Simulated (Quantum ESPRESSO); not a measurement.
# How a distortion at fixed volume moves the moments of Co

How does a distortion at fixed volume change the magnetic state of Co?

Method: PBE; plane waves with GBRV 1.5 PBE potentials, no spin-orbit coupling, in Quantum ESPRESSO 7.5.

## Step 1: The structure

Symmetry: P6_3/mmc, No. 194, hexagonal system. Conventional cell: a = 2.507 Å, b = 2.507 Å, c = 4.070 Å, α = 90.00°, β = 90.00°, γ = 120.00°. Co has 12 Co at 2.50 to 2.51 Å nearest.

The lattice constants were typed from memory of published values and not checked against a source.

## Step 2: Factor along z 0.9043, ferro ++

Lengths along Cartesian z scale by the factor and those normal to it by its inverse root. Atoms keep their fractional places. Seeded atoms are those given a starting moment.

Input file pw.in:

```
&CONTROL
  calculation = 'scf'
  prefix = 'pwscf'
  outdir = './tmp'
  pseudo_dir = './pseudo'
  disk_io = 'nowf'
  tprnfor = .true.
  tstress = .true.
/
&SYSTEM
  ibrav = 0
  celldm(1) = 8
  nat = 2
  ntyp = 1
  ecutwfc = 40
  ecutrho = 280
  nbnd = 26
  occupations = 'smearing'
  smearing = 'fd'
  degauss = 0.00367493
  nspin = 2
  starting_magnetization(1) = 0.1176
/
&ELECTRONS
  conv_thr = 4d-09
  electron_maxstep = 150
  mixing_beta = 0.3
/
ATOMIC_SPECIES
Co     58.9332 co_pbe_v1.2.uspp.F.UPF
CELL_PARAMETERS alat
   0.6227402670675    0.0000000000000    0.0000000000000
  -0.3113701335326    0.5393089689166    0.0000000000000
   0.0000000000000    0.0000000000000    0.8693923614264
ATOMIC_POSITIONS crystal
Co      0.3333333300    0.6666666700    0.2500000000
Co      0.6666666700    0.3333333300    0.7500000000
K_POINTS automatic
18 18 10 0 0 0
```

Run with:

```sh
> OMP_NUM_THREADS=1 mpirun -n 4 pw.x -nk 4 -in pw.in > pw.out
```

Output:

```text
Program PWSCF v.7.5 starts

     Message from routine setup:
     using ibrav=0 with symmetry is DISCOURAGED, use correct ibrav instead

     K-points division:     npool     =       4
     Subspace diagonalization in iterative solution of the eigenvalue problem:

     bravais-lattice index     =            0
     lattice parameter (alat)  =       8.0000  a.u.
     unit-cell volume          =     149.4963 (a.u.)^3
     number of atoms/cell      =            2
     number of atomic types    =            1
     number of electrons       =        34.00
     number of Kohn-Sham states=           26
     kinetic-energy cutoff     =      40.0000  Ry
     charge density cutoff     =     280.0000  Ry
     scf convergence threshold =      4.0E-09
     mixing beta               =       0.3000
     number of iterations used =            8  plain     mixing
     Exchange-correlation= SLA  PW   PBE  PBE
                           (   1   4   3   4   0   0   0)

     celldm(1)=   8.000000  celldm(2)=   0.000000  celldm(3)=   0.000000
     celldm(4)=   0.000000  celldm(5)=   0.000000  celldm(6)=   0.000000

     crystal axes: (cart. coord. in units of alat)
               a(1) = (   0.622740   0.000000   0.000000 )
               a(2) = (  -0.311370   0.539309   0.000000 )
               a(3) = (   0.000000   0.000000   0.869392 )

     reciprocal axes: (cart. coord. in units 2 pi/alat)
               b(1) = (  1.605806  0.927112 -0.000000 )
               b(2) = (  0.000000  1.854225  0.000000 )
               b(3) = (  0.000000 -0.000000  1.150229 )

     PseudoPot. # 1 for Co read from file:
     co_pbe_v1.2.uspp.F.UPF
     Pseudo is Ultrasoft + core correction, Zval = 17.0

     atomic species   valence    mass     pseudopotential
     Co               17.00    58.93320     Co( 1.00)

     Starting magnetic structure
     atomic species   magnetization
     Co              0.118

     24 Sym. Ops., with inversion, found (12 have fractional translation)

   Cartesian axes

     site n.     atom                  positions (alat units)
         1        Co     tau(   1) = (  -0.0000000   0.3595393   0.2173481  )
         2        Co     tau(   2) = (   0.3113701   0.1797697   0.6520443  )

     number of k points=   222  Fermi-Dirac smearing, width (Ry)=  0.0037

     Number of k-points >= 100: set verbosity='high' to print them.

     Dense  grid:    11827 G-vectors     FFT dimensions: (  27,  27,  40)

     Smooth grid:     5075 G-vectors     FFT dimensions: (  24,  24,  30)

     Check: negative core charge=   -0.000054
     Generating pointlists ...
     new r_m :   0.2327 (alat units)  1.8616 (a.u.) for type    1

     Initial potential from superposition of free atoms

     starting charge      32.0000, renormalised to      34.0000
     Starting wfcs are   26 randomized atomic wfcs

     Self-consistent Calculation

     iteration #  1     ecut=    40.00 Ry     beta= 0.30
     Davidson diagonalization with overlap
     ethr =  1.00E-02,  avg # of iterations =  5.3

     total energy              =    -593.71465928 Ry
     estimated scf accuracy    <      14.77208006 Ry

     total magnetization       =     2.12 Bohr mag/cell
     absolute magnetization    =     2.17 Bohr mag/cell

     iteration #  2     ecut=    40.00 Ry     beta= 0.30
     Davidson diagonalization with overlap
     ethr =  1.00E-02,  avg # of iterations =  2.3

     total energy              =    -596.83492966 Ry
     estimated scf accuracy    <       0.70382772 Ry

     total magnetization       =     3.09 Bohr mag/cell
     absolute magnetization    =     3.25 Bohr mag/cell

     [... further iterations left out ...]

     iteration # 10     ecut=    40.00 Ry     beta= 0.30
     Davidson diagonalization with overlap
     ethr =  2.97E-09,  avg # of iterations =  1.5

     total energy              =    -596.95927903 Ry
     estimated scf accuracy    <          4.6E-09 Ry

     total magnetization       =     3.30 Bohr mag/cell
     absolute magnetization    =     3.65 Bohr mag/cell

     iteration # 11     ecut=    40.00 Ry     beta= 0.30
     Davidson diagonalization with overlap
     ethr =  1.34E-11,  avg # of iterations =  2.0

     Magnetic moment per site  (integrated on atomic sphere of radius R)
     atom   1 (R=0.233)  charge= 15.3716  magn=  1.7331
     atom   2 (R=0.233)  charge= 15.3716  magn=  1.7331

     End of self-consistent calculation

     Number of k-points >= 100: set verbosity='high' to print the bands.

     the Fermi energy is    18.0549 ev

!    total energy              =    -596.95927910 Ry
     estimated scf accuracy    <          8.8E-10 Ry
     smearing contrib. (-TS)   =      -0.00135448 Ry
     internal energy E=F+TS    =    -596.95792462 Ry

     The total energy is F=E-TS. E is the sum of the following terms:
     one-electron contribution =    -315.86427868 Ry
     hartree contribution      =     179.41792282 Ry
     xc contribution           =     -65.36831804 Ry
     ewald contribution        =    -395.14325073 Ry

     total magnetization       =     3.30 Bohr mag/cell
     absolute magnetization    =     3.65 Bohr mag/cell

     convergence has been achieved in  11 iterations

     Forces acting on atoms (cartesian axes, Ry/au):

     atom    1 type  1   force =     0.00000000    0.00000000    0.00000000
     atom    2 type  1   force =     0.00000000    0.00000000    0.00000000

     Total force =     0.000000     Total SCF correction =     0.000000

     Computing stress (Cartesian axis) and pressure

          total   stress  (Ry/bohr**3)                   (kbar)     P=        9.25
  -0.00071185   0.00000000   0.00000000         -104.72        0.00        0.00
   0.00000000  -0.00071185   0.00000000            0.00     -104.72        0.00
   0.00000000   0.00000000   0.00161240            0.00        0.00      237.19

=------------------------------------------------------------------------------=
   JOB DONE.
=------------------------------------------------------------------------------=
```

Wall time 30 s (4 MPI ranks of Intel Xeon at 2.70GHz, shared host); peak memory 0.37 GiB.

Spin moment in the atom's sphere by atom:

```
atom  spin moment in the atom's sphere (μB)
 Co1                                   1.73
 Co2                                   1.73
```

Read from the output:

* smearing term TS: 0.01843 eV
* pressure: 0.9253 GPa
* magnetization: 3.3 μB
* absolute magnetization: 3.655 μB
* final state: ferromagnetic

## Step 3: Factor along z 0.9043, no spin polarisation

Changes to pw.in since step 2:

```diff
@@ -16,3 +16,3 @@
   ecutrho = 280
-  nbnd = 26
+  nbnd = 24
   occupations = 'smearing'
@@ -20,4 +20,2 @@
   degauss = 0.00367493
-  nspin = 2
-  starting_magnetization(1) = 0.1176
 /
```

Output:

```text
     [... lines left out ...]
Program PWSCF v.7.5 starts
     [... lines left out ...]
     number of atoms/cell      =            2
     [... lines left out ...]
     number of electrons       =        34.00
     number of Kohn-Sham states=           24
     kinetic-energy cutoff     =      40.0000  Ry
     charge density cutoff     =     280.0000  Ry
     scf convergence threshold =      4.0E-09
     [... lines left out ...]
     24 Sym. Ops., with inversion, found (12 have fractional translation)
     [... lines left out ...]
     number of k points=   222  Fermi-Dirac smearing, width (Ry)=  0.0037
     [... lines left out ...]
     iteration #  9     ecut=    40.00 Ry     beta= 0.30
     [... lines left out ...]
     the Fermi energy is    17.9352 ev
!    total energy              =    -596.92043711 Ry
     estimated scf accuracy    <          1.0E-09 Ry
     smearing contrib. (-TS)   =      -0.00411828 Ry
     [... lines left out ...]
     convergence has been achieved in   9 iterations
     [... lines left out ...]
     Total force =     0.000000     Total SCF correction =     0.000000
     [... lines left out ...]
          total   stress  (Ry/bohr**3)                   (kbar)     P=     -109.18
     [... lines left out ...]
```

Wall time 14 s (4 MPI ranks); peak memory 0.3 GiB; 54 s of CPU time.

This step gave:

```
smearing term TS : 0.05603 eV
pressure         : -10.92 GPa
final state      : non-magnetic (no spin polarisation)
```

## Step 4: Factor along z 1.0913, ferro ++

Changes to pw.in since step 3:

```diff
@@ -16,3 +16,3 @@
   ecutrho = 280
-  nbnd = 24
+  nbnd = 26
   occupations = 'smearing'
@@ -20,2 +20,4 @@
   degauss = 0.00367493
+  nspin = 2
+  starting_magnetization(1) = 0.1176
 /
@@ -29,5 +31,5 @@
 CELL_PARAMETERS alat
-   0.6227402670675    0.0000000000000    0.0000000000000
-  -0.3113701335326    0.5393089689166    0.0000000000000
-   0.0000000000000    0.0000000000000    0.8693923614264
+   0.5668800018464    0.0000000000000    0.0000000000000
+  -0.2834400009244    0.4909325532069    0.0000000000000
+   0.0000000000000    0.0000000000000    1.0491738184503
 ATOMIC_POSITIONS crystal
```

Output:

```text
     [... lines left out ...]
Program PWSCF v.7.5 starts
     [... lines left out ...]
     number of atoms/cell      =            2
     [... lines left out ...]
     number of electrons       =        34.00
     number of Kohn-Sham states=           26
     kinetic-energy cutoff     =      40.0000  Ry
     charge density cutoff     =     280.0000  Ry
     scf convergence threshold =      4.0E-09
     [... lines left out ...]
     24 Sym. Ops., with inversion, found (12 have fractional translation)
     [... lines left out ...]
     number of k points=   222  Fermi-Dirac smearing, width (Ry)=  0.0037
     [... lines left out ...]
     iteration # 10     ecut=    40.00 Ry     beta= 0.30
     [... lines left out ...]
     Magnetic moment per site  (integrated on atomic sphere of radius R)
     atom   1 (R=0.234)  charge= 15.3943  magn=  1.7515
     atom   2 (R=0.234)  charge= 15.3943  magn=  1.7515
     [... lines left out ...]
     the Fermi energy is    18.1676 ev
!    total energy              =    -596.96150827 Ry
     estimated scf accuracy    <          3.5E-09 Ry
     smearing contrib. (-TS)   =      -0.00127648 Ry
     [... lines left out ...]
     total magnetization       =     3.34 Bohr mag/cell
     absolute magnetization    =     3.69 Bohr mag/cell
     convergence has been achieved in  10 iterations
     [... lines left out ...]
     Total force =     0.000000     Total SCF correction =     0.000000
     [... lines left out ...]
          total   stress  (Ry/bohr**3)                   (kbar)     P=        8.02
     [... lines left out ...]
```

Wall time 29 s (4 MPI ranks); peak memory 0.38 GiB; 1.9 min of CPU time.

Read from the output:

```
smearing term TS       : 0.01737 eV
pressure               : 0.8018 GPa
magnetization          : 3.341 μB
absolute magnetization : 3.689 μB
final state            : ferromagnetic
largest moment         : 1.751 μB
```

## Step 5: Trends

The runs not shown differ from these in the moved quantity alone.

Final states:

```
tetragonal       ferro ++  no spin polarisation
    0.9043  ferromagnetic          non-magnetic
    0.9287  ferromagnetic          non-magnetic
    0.9528  ferromagnetic          non-magnetic
    0.9765  ferromagnetic          non-magnetic
         1  ferromagnetic          non-magnetic
     1.023  ferromagnetic          non-magnetic
     1.046  ferromagnetic          non-magnetic
     1.069  ferromagnetic          non-magnetic
     1.091  ferromagnetic          non-magnetic
```

The largest site moment, ferro ++ by tetragonal:

```
tetragonal (factor)  largest site moment, ferro ++ (μB)
             0.9043                                1.73
             0.9287                                1.74
             0.9528                                1.74
             0.9765                                1.73
             1.0000                                1.73
             1.0232                                1.73
             1.0461                                1.74
             1.0688                                1.74
             1.0913                                1.75
```

Energy less that of the parallel start, no spin polarisation against tetragonal:

```
tetragonal (factor)  energy less that of the parallel start, no spin polarisation (meV a seeded atom)
             0.9043                                                                               264
             0.9287                                                                               275
             0.9528                                                                               284
             0.9765                                                                               289
             1.0000                                                                               292
             1.0232                                                                               293
             1.0461                                                                               292
             1.0688                                                                               290
             1.0913                                                                               287
```

The energy over the lowest by tetragonal; values in meV an atom:

```
tetragonal (factor)  ferro ++  no spin polarisation
             0.9043       128                   392
             0.9287      70.9                   346
             0.9528      30.1                   314
             0.9765      6.64                   296
             1.0000         0                   292
             1.0232      8.47                   302
             1.0461      30.9                   323
             1.0688      66.2                   356
             1.0913       113                   400
```

## Step 6: Summary of results

| Property | Result |
| --- | --- |
| moment, parallel start | 1.73 to 1.75 μB |
| states met from these starts | ferromagnetic |

**Reading.** The moment of the parallel start goes from 1.73 μB at 0.9043 to 1.75 μB at 1.0913. The net moment of the cell goes from 3.3 to 3.34 μB. The radius of the spheres follows the nearest distance, so part of the change of the site moments is the spheres'. Only a parallel start was run beside the spinless one, so opposed or spiral orders, which may lie lower, are not probed.

[Logs and program files are shortened in this print: banners, set-up blocks, solver, clock and traceback lines can be left out without a mark of their own.]

[Logs are printed without paths, hosts, clocks, repeated set-up lines and the standing remarks that a program may print on its own settings, such as how far it seeks lower states.]

[Hosts, paths, dates, database ids (printed as entryN), source tags and the programs' standing remarks are cut or masked in the printed files.]

[Where a cell is said to come from a database of computed structures, the database is the Materials Project.]
